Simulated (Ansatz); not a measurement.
# Work function of Fe(111): what the settings cost and change

How far do functional and pseudopotentials move the work function of Fe(111), and at what cost?

Calculated with Ansatz 0.2.0; plane-wave DFT, PBE, Ansatz PAW, in the first sound run; inputs show where later runs differ.

**What experiment says.**

“Anisotropic work function of elemental crystals” (2019, arxiv:1902.07811) quotes from earlier work for Fe (clean (111) face, a compiled value): work function (clean (111) face, a compiled value) 4.81 eV.

## Step 1: Set-up

The cell holds 11 atoms: 11 Fe. Its edges and angles: a = 4.059 Å, b = 4.059 Å, c = 26.285 Å, α = 90.0°, β = 90.0°, γ = 60.0°. Vacuum lies along c.

## Step 2: Slab, setting PBE, Ansatz PAW (420 eV)

A work function rests on the faint tail of the density, so the SCF threshold is tight. PBE on the default files comes first; the next runs keep the geometry and change functional or files, each at the cutoff that its files recommend; a relaxation and, for heavy metals, spin-orbit coupling close the ladder.

input.yaml

```yaml
crystal:
  lattice:
    - [4.058792924, 0.0, 0.0]
    - [2.029396462, 3.5150177809, 0.0]
    - [0.0, 0.0, 26.2849763629]
  atoms:
    - { symbol: Fe, position: [0.6666666667, 0.6666666667, 0.3424009166], spin: 2.5 }
    - { symbol: Fe, position: [0.0, 0.0, 0.3739207333], spin: 2.5 }
    - { symbol: Fe, position: [0.3333333333, 0.3333333333, 0.40544055], spin: 2.5 }
    - { symbol: Fe, position: [0.6666666667, 0.6666666667, 0.4369603666], spin: 2.5 }
    - { symbol: Fe, position: [0.0, 0.0, 0.4684801833], spin: 2.5 }
    - { symbol: Fe, position: [0.3333333333, 0.3333333333, 0.5], spin: 2.5 }
    - { symbol: Fe, position: [0.6666666667, 0.6666666667, 0.5315198167], spin: 2.5 }
    - { symbol: Fe, position: [0.0, 0.0, 0.5630396334], spin: 2.5 }
    - { symbol: Fe, position: [0.3333333333, 0.3333333333, 0.59455945], spin: 2.5 }
    - { symbol: Fe, position: [0.6666666667, 0.6666666667, 0.6260792667], spin: 2.5 }
    - { symbol: Fe, position: [0.0, 0.0, 0.6575990834], spin: 2.5 }
magnetization:
  spin_polarized: true
kpoints:
  mp_grid: { grid: [12, 12, 1] }
hamiltonian:
  xc: pbe
scf:
  occupations: { method: fermi_dirac, width: 0.1 }
  convergence: { dr2_threshold: 1.0e-09 }
efield:
  axis: 3
  dipole_correction: true
  ramp_position: 0.97
  ramp_width: 0.06
output:
  write_potential: true
  write_density: true
  volumetric_format: npy
  elf: true
```

Launch:

```console
> ansatz run input.yaml --threads 4 --pin off --max-ram 6144MiB --backend cpu --events-out ev --progress --plain --runs-dir out
```

The program printed:

```text
Engine: ansatz 0.2.0, aarch64-unknown-linux-gnu
Pseudopotentials: kind: paw
Pseudopotential: Fe, paw, valence charge 16, recommended cutoff 420 eV (normal), Fe.paw.azcp
Functional definition: PBE
  parameter kappa = 0.804
  parameter beta = 0.066725
  exchange = pbe_x(kappa = kappa, mu = beta*pi^2/3)
  correlation = pbe_c(beta = beta)
Crystal: 11 atoms, lattice volume = 375.001 Å³
Basis set: ecut = 420 eV, 7335 PW (Γ)
Bands: 123, of which v1, the nominal top of the filled ones, is band 88 counted from 1 (87 counted from 0)
Symmetry: 6 space group operations
k-points: 19 of 144 (time reversal used)
Non-local potential: Fe, projectors of the file, l = 0: 3, l = 1: 2, l = 2: 3, l = 3: 1
PAW form: soft (Blöchl's): semilocal exchange-correlation on the pseudo side does not see the compensation charge
PAW one-centre angular grid: Fe, 590 points (default); XC on 64 Gauss nodes
Initial density: superposition of atomic densities (neutral atoms: chi_scale 0, normalization atom)
Starting moments: Σ|m| = 27.5 μB on 11 of 11 sites
Initial wavefunctions: pseudopotential atomic-orbital guess
Functional: x = pbe(κ = 0.804, μ = 0.219515), c = pbe(β = 0.066725)
SCF iter   1: F=—  HF=-49279.385174 eV  |F-HF|=—  |Δ(HF+E_count)|=         —  Δρ=5.18e-2 (↑2.79e-2 ↓5.18e-2)  dr2=3.35e1  dr2_m=3.86e0  M=27.591 μB ∫|m|=27.939 μB  β_m=1.00  ethr=3.10e-3  p=-0.000 e·Å  D=-2.00e-14 V/Å  ΔV_dip=0.00 eV  dr2_dipole=7.95e-10  V_vac-E_F(+/−)=7.46/7.46 eV  ⟨swp⟩=9.4  Hψ=23321  notcnv=0  defer=213
Mixer restart at iter 1: flushing history
efield: sawtooth ramp at fractional position 0.9700 (set: `efield.ramp_position`, or a place that a band, a saddle search or an elastic batch's reference lends), width 0.0600; the density the first Hamiltonian is built on has a dipole p = -0.000 e·Å; the dipole correction subtracts the counter field D = -2.00e-14 V/Å, which shifts the + side's vacuum level by +0.00 eV against the − side's; the planar-averaged density in the ramp window peaks in size at 7.7e-6 e/Å³
preconditioner: auto → LDOS  [metal: Δε(μ)=0.001 eV  Ē_g=6.593 eV  σ=0.100 eV  W_gap=0.00  n_scr=98 (ndim 8)  ℏωp=18.0 eV  f_vac=0.577  D(μ)=12.57/eV (n_scr^D=110)]
spin=Collinear: LDOS preconditioning applied to the charge; magnetization (m = ρ↑ − ρ↓) channel mixes plain (no charge-response kernel on spin).
SCF iter   2: F=—  HF=-49274.804366 eV  |F-HF|=—  |Δ(HF+E_count)|=    4.58e0  Δρ=1.99e-2 (↑1.99e-2 ↓1.12e-2)  dr2=4.84e0  dr2_m=5.91e-1  M=28.261 μB ∫|m|=29.212 μB  β_m=0.33  ethr=3.10e-3  p=-0.000 e·Å  D=-9.80e-7 V/Å  ΔV_dip=0.00 eV  dr2_dipole=1.14e-9  V_vac-E_F(+/−)=5.51/5.51 eV  ⟨swp⟩=3.2  Hψ=8940  notcnv=0  defer=412
density mixer auto → msr1: a metal under ldos (density of states about μ 2.66 of a free-electron gas's, 98 screened modes)
SCF iter   3: F=—  HF=-49277.399621 eV  |F-HF|=—  |Δ(HF+E_count)|=    2.60e0  Δρ=1.19e-2 (↑1.19e-2 ↓8.95e-3)  dr2=4.28e-1  dr2_m=3.21e-1  M=27.774 μB ∫|m|=28.875 μB  β_m=0.45  ethr=2.75e-3  p=-0.000 e·Å  D=-5.57e-7 V/Å  ΔV_dip=0.00 eV  dr2_dipole=1.33e-9  V_vac-E_F(+/−)=4.62/4.62 eV  ⟨swp⟩=2.4  Hψ=6159  notcnv=0  defer=405
SCF iter   4: F=—  HF=-49279.597584 eV  |F-HF|=—  |Δ(HF+E_count)|=    2.20e0  Δρ=7.76e-3 (↑7.76e-3 ↓6.70e-3)  dr2=1.47e-1  dr2_m=1.56e-1  M=27.842 μB ∫|m|=29.009 μB  β_m=0.53  ethr=2.43e-4  p=-0.000 e·Å  D=-1.83e-6 V/Å  ΔV_dip=0.00 eV  dr2_dipole=2.79e-9  V_vac-E_F(+/−)=4.13/4.13 eV  ⟨swp⟩=2.7  Hψ=8890  notcnv=0  defer=408
SCF iter   5: F=—  HF=-49280.300594 eV  |F-HF|=—  |Δ(HF+E_count)|=   7.03e-1  Δρ=5.04e-3 (↑5.04e-3 ↓2.43e-3)  dr2=3.60e-2  dr2_m=4.43e-2  M=27.997 μB ∫|m|=29.167 μB  β_m=0.77  ethr=8.33e-5  p=-0.000 e·Å  D=-9.85e-7 V/Å  ΔV_dip=0.00 eV  dr2_dipole=3.07e-10  V_vac-E_F(+/−)=4.06/4.06 eV  ⟨swp⟩=2.6  Hψ=9486  notcnv=0  defer=402
SCF iter   6: F=—  HF=-49280.402663 eV  |F-HF|=—  |Δ(HF+E_count)|=   1.02e-1  Δρ=1.92e-3 (↑1.92e-3 ↓1.07e-3)  dr2=1.33e-2  dr2_m=4.93e-3  M=27.979 μB ∫|m|=29.215 μB  β_m=0.70  ethr=2.05e-5  p=-0.000 e·Å  D=-6.64e-7 V/Å  ΔV_dip=0.00 eV  dr2_dipole=1.18e-9  V_vac-E_F(+/−)=3.90/3.90 eV  ⟨swp⟩=3.0  Hψ=10561  notcnv=0  defer=400
SCF iter   7: F=—  HF=-49280.400168 eV  |F-HF|=—  |Δ(HF+E_count)|=   2.49e-3  Δρ=7.32e-4 (↑7.32e-4 ↓5.20e-4)  dr2=1.70e-3  dr2_m=9.29e-4  M=27.989 μB ∫|m|=29.240 μB  β_m=0.68  ethr=7.58e-6  p=-0.000 e·Å  D=-1.69e-7 V/Å  ΔV_dip=0.00 eV  dr2_dipole=1.79e-10  V_vac-E_F(+/−)=3.87/3.87 eV  ⟨swp⟩=2.4  Hψ=8389  notcnv=0  defer=400
SCF iter   8: F=—  HF=-49280.399470 eV  |F-HF|=—  |Δ(HF+E_count)|=   6.98e-4  Δρ=3.52e-4 (↑3.52e-4 ↓1.32e-4)  dr2=4.48e-4  dr2_m=1.00e-4  M=27.994 μB ∫|m|=29.257 μB  β_m=0.68  ethr=9.67e-7  p=0.000 e·Å  D=5.83e-8 V/Å  ΔV_dip=-0.00 eV  dr2_dipole=3.51e-11  V_vac-E_F(+/−)=3.86/3.86 eV  ⟨swp⟩=2.2  Hψ=8205  notcnv=0  defer=400
SCF iter   9: F=—  HF=-49280.399731 eV  |F-HF|=—  |Δ(HF+E_count)|=   2.61e-4  Δρ=1.61e-4 (↑1.61e-4 ↓5.73e-5)  dr2=9.20e-5  dr2_m=2.41e-5  M=28.001 μB ∫|m|=29.264 μB  β_m=0.70  ethr=2.55e-7  p=0.000 e·Å  D=2.03e-7 V/Å  ΔV_dip=-0.00 eV  dr2_dipole=2.34e-11  V_vac-E_F(+/−)=3.87/3.87 eV  ⟨swp⟩=2.6  Hψ=7869  notcnv=0  defer=400
SCF iter  10: F=—  HF=-49280.399745 eV  |F-HF|=—  |Δ(HF+E_count)|=   1.30e-5  Δρ=6.60e-5 (↑6.60e-5 ↓4.28e-5)  dr2=3.03e-5  dr2_m=1.08e-6  M=27.994 μB ∫|m|=29.258 μB  β_m=0.68  ethr=5.23e-8  p=0.000 e·Å  D=4.69e-8 V/Å  ΔV_dip=-0.00 eV  dr2_dipole=2.00e-11  V_vac-E_F(+/−)=3.87/3.87 eV  ⟨swp⟩=3.6  Hψ=9858  notcnv=0  defer=400
SCF iter  11: F=—  HF=-49280.399752 eV  |F-HF|=—  |Δ(HF+E_count)|=   7.39e-6  Δρ=1.45e-5 (↑1.45e-5 ↓1.21e-5)  dr2=1.19e-6  dr2_m=4.58e-7  M=27.997 μB ∫|m|=29.261 μB  β_m=0.81  ethr=1.72e-8  p=0.000 e·Å  D=7.30e-8 V/Å  ΔV_dip=-0.00 eV  dr2_dipole=5.61e-13  V_vac-E_F(+/−)=3.87/3.87 eV  ⟨swp⟩=2.0  Hψ=6362  notcnv=0  defer=400
SCF iter  12: F=—  HF=-49280.399753 eV  |F-HF|=—  |Δ(HF+E_count)|=   1.39e-6  Δρ=1.17e-5 (↑1.17e-5 ↓6.71e-6)  dr2=8.14e-7  dr2_m=8.23e-8  M=27.998 μB ∫|m|=29.262 μB  β_m=0.76  ethr=6.76e-10  p=-0.000 e·Å  D=-2.70e-9 V/Å  ΔV_dip=0.00 eV  dr2_dipole=8.49e-12  V_vac-E_F(+/−)=3.87/3.87 eV  ⟨swp⟩=2.6  Hψ=7267  notcnv=0  defer=400
SCF iter  13: F=—  HF=-49280.399753 eV  |F-HF|=—  |Δ(HF+E_count)|=   4.74e-8  Δρ=2.08e-6 (↑2.08e-6 ↓1.91e-6)  dr2=4.57e-8  dr2_m=7.75e-9  M=27.998 μB ∫|m|=29.262 μB  β_m=0.80  ethr=4.62e-10  p=0.000 e·Å  D=4.07e-8 V/Å  ΔV_dip=-0.00 eV  dr2_dipole=9.97e-12  V_vac-E_F(+/−)=3.87/3.87 eV  ⟨swp⟩=2.0  Hψ=6447  notcnv=0  defer=400
SCF iter  14: F=—  HF=-49280.399753 eV  |F-HF|=—  |Δ(HF+E_count)|=   4.38e-8  Δρ=1.76e-6 (↑1.76e-6 ↓1.52e-6)  dr2=1.81e-8  dr2_m=4.01e-9  M=27.998 μB ∫|m|=29.262 μB  β_m=0.83  ethr=2.59e-11  p=-0.000 e·Å  D=-3.62e-8 V/Å  ΔV_dip=0.00 eV  dr2_dipole=1.86e-11  V_vac-E_F(+/−)=3.87/3.87 eV  ⟨swp⟩=2.4  Hψ=8524  notcnv=0  defer=400
SCF iter  15: F=—  HF=-49280.399753 eV  |F-HF|=—  |Δ(HF+E_count)|=  9.97e-10  Δρ=6.32e-7 (↑6.32e-7 ↓4.63e-7)  dr2=1.94e-9  dr2_m=6.85e-10  M=27.998 μB ∫|m|=29.262 μB  β_m=0.92  ethr=1.03e-11  p=0.000 e·Å  D=4.69e-8 V/Å  ΔV_dip=-0.00 eV  dr2_dipole=7.75e-11  V_vac-E_F(+/−)=3.87/3.87 eV  ⟨swp⟩=2.5  Hψ=8400  notcnv=0  defer=400
SCF iter  16: F=—  HF=-49280.399753 eV  |F-HF|=—  |Δ(HF+E_count)|=   5.34e-9  Δρ=8.90e-7 (↑8.90e-7 ↓3.52e-7)  dr2=4.74e-9  dr2_m=4.12e-10  M=27.998 μB ∫|m|=29.262 μB  β_m=0.68  ethr=1.10e-12  p=-0.000 e·Å  D=-1.34e-7 V/Å  ΔV_dip=0.00 eV  dr2_dipole=4.52e-10  V_vac-E_F(+/−)=3.87/3.87 eV  ⟨swp⟩=2.9  Hψ=10139  notcnv=0  defer=400
SCF iter  17: F=—  HF=-49280.399753 eV  |F-HF|=—  |Δ(HF+E_count)|=   4.69e-9  Δρ=2.91e-7 (↑2.91e-7 ↓1.74e-7)  dr2=5.53e-10  dr2_m=5.79e-11  M=27.998 μB ∫|m|=29.262 μB  β_m=0.56  ethr=1.10e-12  p=0.000 e·Å  D=1.39e-8 V/Å  ΔV_dip=-0.00 eV  dr2_dipole=2.21e-11  V_vac-E_F(+/−)=3.87/3.87 eV  ⟨swp⟩=2.4  Hψ=8913  notcnv=0  defer=400
SCF iter  18: F=-49280.399753 eV  HF=-49280.399753 eV  |F-HF|=5.68e-10  |Δ(HF+E_count)|=  2.91e-11  Δρ=1.58e-7 (↑1.31e-7 ↓1.58e-7)  dr2=3.16e-10  dr2_m=2.39e-11  M=27.998 μB ∫|m|=29.262 μB  ethr=1.00e-12  p=-0.000 e·Å  D=-2.06e-9 V/Å  ΔV_dip=0.00 eV  dr2_dipole=1.01e-12  V_vac-E_F(+/−)=3.87/3.87 eV  ⟨swp⟩=12.4  Hψ=21542  notcnv=0
SCF 1 converged in 18 iterations: F = -49280.399753 eV  dr2 = 3.16e-10
  greatest PAW one-centre occupation: 1.003 electrons in one spin orbital (limit 2), on the Fe atom at site 10 (counted from 0), in its partial waves of l = 1
WARN: The output density's exchange-correlation potential varies sharply where the density is thin. Do not read a vacuum level from v_tot or v_xc, or from such a field of the output density. On a cell that repeats whose density bears no net charge and no dipole along the vacuum's axis use v_es (v_loc + v_h of the components); under efield.dipole_correction with no amplitude use v_es + v_field, which holds any externa [...]
SCF converged after 18 iterations
Magnetization: 27.9982 μB (101.9991 up, 74.0009 down)
Absolute magnetization: 29.2630 μB (∫|ρ↑−ρ↓|, with the PAW one-centre terms)
Spin contamination: 0.4973 ħ² per cell (⟨S²⟩ above its minimum at these occupations)
Per-site moments (μB) at R_I (Å): [(2.910669, 1.025266), (2.485711, 1.025266), (2.580713, 1.025266), (2.414717, 1.025266), (2.380711, 1.025266), (2.354613, 1.025266), (2.380711, 1.025266), (2.414717, 1.025266), (2.580713, 1.025266), (2.485711, 1.025266), (2.910669, 1.025266)]
Free energy (F): -49280.399753 eV
Harris-Foulkes:  -49280.399753 eV  (|F-HF|=5.68e-10)
Internal energy: -49279.990487 eV  (E = F + TS)
E sigma→0 (E₀):  -49280.195120 eV
Entropy (-TS):   -0.409267 eV (-37.206 meV/atom)
Fermi energy:    3.696091 eV
Dipole field:    D = -0.000001 V/Å  (p = -0.000002 e·Å, saw-weighted, corrected)
Work function:   Φ+ = 3.8711 eV   Φ− = 3.8711 eV
Levels:          The Fermi level and band energies are counted from a zero that moves with the ramp; work functions are not
--- Per-component energies (eV) ---
  E_band       = -4918.701383
  E_kinetic    = 3831.663406
  E_local      = -390793.403879  (includes V_loc(G=0)·N_el)
  E_nonlocal   = 2434.264846
  E_hartree    = 192288.694982
  E_xc         = -1281.902730
  E_vxc        = -1649.504899  (∫ρ·V_xc dr)
  E_paw        = -15048.490466  (= ΣΔE_a)
  E_vpaw       = -3319.126276  (= ΣTr[D̂ρ^β])
  E_aug_tail   = 0.008860  (compensation charges beyond the density's cutoff)
  E_efield     = 0.000000  (sawtooth field / dipole correction)
  E_vefield    = 0.000000  (∫n·V_field dr)
  E_ewald      = 159289.174496
  E_smearing   = -0.409267  (= −TS)
  E_closure    = 0.000000  (closes the sum)
  Σ components = -49280.399753   (vs F -49280.399753, Δ=0.00e0)
--- Band table (eV; the first three rows and the last of 38) ---
  k-point 0 ↑: bands = [... 84 lower, 2.5053, 2.5481, 2.5481, 2.6187, 2.6187, 2.7381, 2.7381, 2.7935, ... 31 higher]
  k-point 1 ↑: bands = [... 84 lower, 2.4780, 2.5283, 2.5581, 2.6274, 2.6569, 2.7313, 2.7468, 2.7888, ... 31 higher]
  k-point 2 ↑: bands = [... 84 lower, 2.4560, 2.4592, 2.5646, 2.6240, 2.6633, 2.7006, 2.7274, 2.7287, ... 31 higher]
  k-point 18 ↓: bands = [... 84 lower, 4.9330, 4.9330, 4.9455, 5.0177, 5.0177, 5.1980, 5.2289, 5.2289, ... 31 higher]
```

Elapsed: 5 min, on 4 threads of Arm Neoverse N1, shared host; peak memory 2.3 GiB.

Read from the output:

```yaml
energy_at_zero_smearing: -49280.1951 eV
total_moment: 28.00 μB
work_function_upper_face: 3.871 eV
```

Running mean over 0.8285 Å of the planar mean; the ramp of the sawtooth is left out. Electron's electrostatic potential energy less the Fermi level against z:

z (Å), electron's electrostatic potential energy less the Fermi level (eV) and a bar from the least value:
```
      3.5       3.87 ##############################
      4.0       3.87 ##############################
      4.5       3.87 ##############################
      5.0       3.87 ##############################
      5.5       3.86 ##############################
      6.0       3.85 ##############################
      6.5       3.81 ##############################
      7.0       3.67 ##############################
      7.5       3.23 #############################
      8.0       1.65 #########################
      8.5      -2.48 ################
      9.0      -7.05 #####
      9.5      -9.15 #
     10.0      -9.45 
     10.5      -9.48 
     11.0      -9.48 
     11.5      -9.46 
     12.0      -9.43 
     12.5      -9.42 
     13.0      -9.41 
     13.5      -9.41 
     14.0      -9.42 
     14.5      -9.44 
     15.0      -9.47 
     15.5      -9.49 
     16.0      -9.47 
     16.5      -9.40 
     17.0      -8.60 ##
     17.5      -5.27 #########
     18.0      -0.45 ####################
     18.5       2.60 ###########################
     19.0       3.49 #############################
     19.5       3.75 ##############################
     20.0       3.83 ##############################
     20.5       3.86 ##############################
     21.0       3.87 ##############################
     21.5       3.87 ##############################
     22.0       3.87 ##############################
     22.5       3.87 ##############################
     23.0       3.87 ##############################
```

Site moment by atom:

| atom | site moment (μB) |
| --- | --- |
| Fe1 | 2.91 |
| Fe2 | 2.49 |
| Fe3 | 2.58 |
| Fe4 | 2.41 |
| Fe5 | 2.38 |
| Fe6 | 2.35 |
| Fe7 | 2.38 |
| Fe8 | 2.41 |
| Fe9 | 2.58 |
| Fe10 | 2.49 |
| Fe11 | 2.91 |

Spin density in the ca plane at fractional y = 0.000, with atoms of Fe within 0.2 Å of it.

Ten even steps from '0' (0.0 e/Å³) to '9' (5.4 e/Å³), each cell a mean:
```
00000000036200004520001451000165100000000000
00000000001000000100000010000011000000000000
00000000000000000000000000000000000000000000
00000000000000000000000000000000000000000000
00000000000000000000000000000000000000000000
00000000000000000000000000000000000000000000
00000000000000000000000000000000000000000000
00000000000000000000000000000000000000000000
00000000000000000000000000000000000000000000
00000000013100002210000221000132100000000000
00000000159300016920001782000298200000000000
```
Columns run along c (16.0 Å, from fractional 0.24 to 0.85 of the cell), rows up along a (4.1 Å). Atoms in or near the plane, at fractional coordinates: Fe at (0.37, 0.00), Fe at (0.47, 0.00), Fe at (0.56, 0.00), Fe at (0.66, 0.00).

Valence density in the ca plane at fractional y = 0.000, with atoms of Fe within 0.2 Å of it. It is the smooth field of the valence electrons, not physical close to the nuclei.

Ten steps, logarithmic in the rise over the least value, from '0' (0 e/Å³) to '9' (30 e/Å³), each cell a mean:
```
00000001479731248863125886212688510000000000
00000001245321124531112553111355200000000000
00000000112111111211111111111111100000000000
00000000111111111111111111111110000000000000
00000000111111111111111111111100000000000000
00000000111111111111111111111100000000000000
00000000111111111111111111111110000000000000
00000000111111111111111111111111000000000000
00000000123211113321112332111233100000000000
00000001367521136752114775212477410000000000
00000001589741259973126997312699620000000000
```
Columns run along c (16.0 Å, from fractional 0.24 to 0.85 of the cell), rows up along a (4.1 Å). Atoms in or near the plane, at fractional coordinates: Fe at (0.37, 0.00), Fe at (0.47, 0.00), Fe at (0.56, 0.00), Fe at (0.66, 0.00).

ELF in the ca plane at fractional y = 0.000, with atoms of Fe within 0.2 Å of it. It is the smooth field of the valence electrons, not physical close to the nuclei.

Values, 6 rows by 16 columns, each cell a mean:
```
0.03 0.14 0.19 0.47 0.30 0.29 0.48 0.23 0.47 0.30 0.30 0.49 0.16 0.09 0.01 0.00
0.03 0.15 0.28 0.26 0.30 0.30 0.25 0.35 0.25 0.30 0.32 0.21 0.15 0.06 0.01 0.00
0.04 0.12 0.17 0.30 0.28 0.28 0.31 0.27 0.31 0.27 0.28 0.30 0.17 0.04 0.01 0.00
0.04 0.13 0.20 0.33 0.30 0.30 0.33 0.30 0.32 0.30 0.31 0.30 0.17 0.04 0.01 0.00
0.03 0.15 0.27 0.24 0.27 0.27 0.24 0.32 0.24 0.27 0.29 0.22 0.14 0.07 0.01 0.00
0.03 0.13 0.18 0.59 0.35 0.33 0.61 0.21 0.59 0.34 0.34 0.62 0.17 0.10 0.02 0.00
```
Columns run along c (16.0 Å, from fractional 0.24 to 0.85 of the cell), rows up along a (4.1 Å). Atoms in or near the plane, at fractional coordinates: Fe at (0.37, 0.00), Fe at (0.47, 0.00), Fe at (0.56, 0.00), Fe at (0.66, 0.00).

The work function is 3.871 eV.

## Step 3: Run

This step: plane-wave DFT, LDA, Ansatz PAW (Ansatz 0.2.0).

Edit input.yaml of step 2 so:

```diff
@@ -22,3 +22,3 @@
 hamiltonian:
-  xc: pbe
+  xc: lda
 scf:
@@ -35,2 +35 @@
   volumetric_format: npy
-  elf: true
```

The program printed:

```text
[...]
Crystal: 11 atoms, lattice volume = 375.001 Å³
Basis set: ecut = 420 eV, 7335 PW (Γ)
Bands: 123, of which v1, the nominal top of the filled ones, is band 88 counted from 1 (87 counted from 0)
Symmetry: 6 space group operations
k-points: 19 of 144 (time reversal used)
[...]
k-point 1 ↑: bands = [... 84 lower, 2.2398, 2.2987, 2.3285, 2.3873, 2.4168, 2.4959, 2.5108, 2.5350, ... 31 higher]
  k-point 2 ↑: bands = [... 84 lower, 2.2081, 2.2244, 2.3296, 2.3652, 2.3855, 2.4251, 2.4859, 2.4863, ... 31 higher]
  k-point 18 ↓: bands = [... 84 lower, 4.3727, 4.3848, 4.3848, 4.4730, 4.4730, 4.6086, 4.7316, 4.7316, ... 31 higher]
[key lines of the parts left out:]
SCF converged after 17 iterations
Magnetization: 27.3153 μB (101.6576 up, 74.3424 down)
Free energy (F): -48611.951554 eV
Fermi energy:    3.328684 eV
Dipole field:    D = -0.000000 V/Å  (p = -0.000001 e·Å, saw-weighted, corrected)
Work function:   Φ+ = 4.2217 eV   Φ− = 4.2217 eV
```

It took 6 min on 4 threads; peak memory 2.3 GiB; 18 min of CPU time.

The work function is 4.222 eV, +0.351 eV from the run “PBE, Ansatz PAW (420 eV)”, at 1.0 times its CPU time.

(Continued in part 2 of 2.)

[Long decimals in the printed logs are rounded to 6 places.]

[Logs are printed without paths, hosts, clocks, repeated set-up lines and the standing remarks that a program may print on its own settings, such as how far it seeks lower states.]

[Hosts, paths, dates, database ids (printed as entryN), source tags and the programs' standing remarks are cut or masked in the printed files.]

[Maps of the electrostatic potential energy from Ansatz leave out the sawtooth potential of an applied field or a dipole correction, so their vacuum need not be flat; planar profiles and work functions include it.]
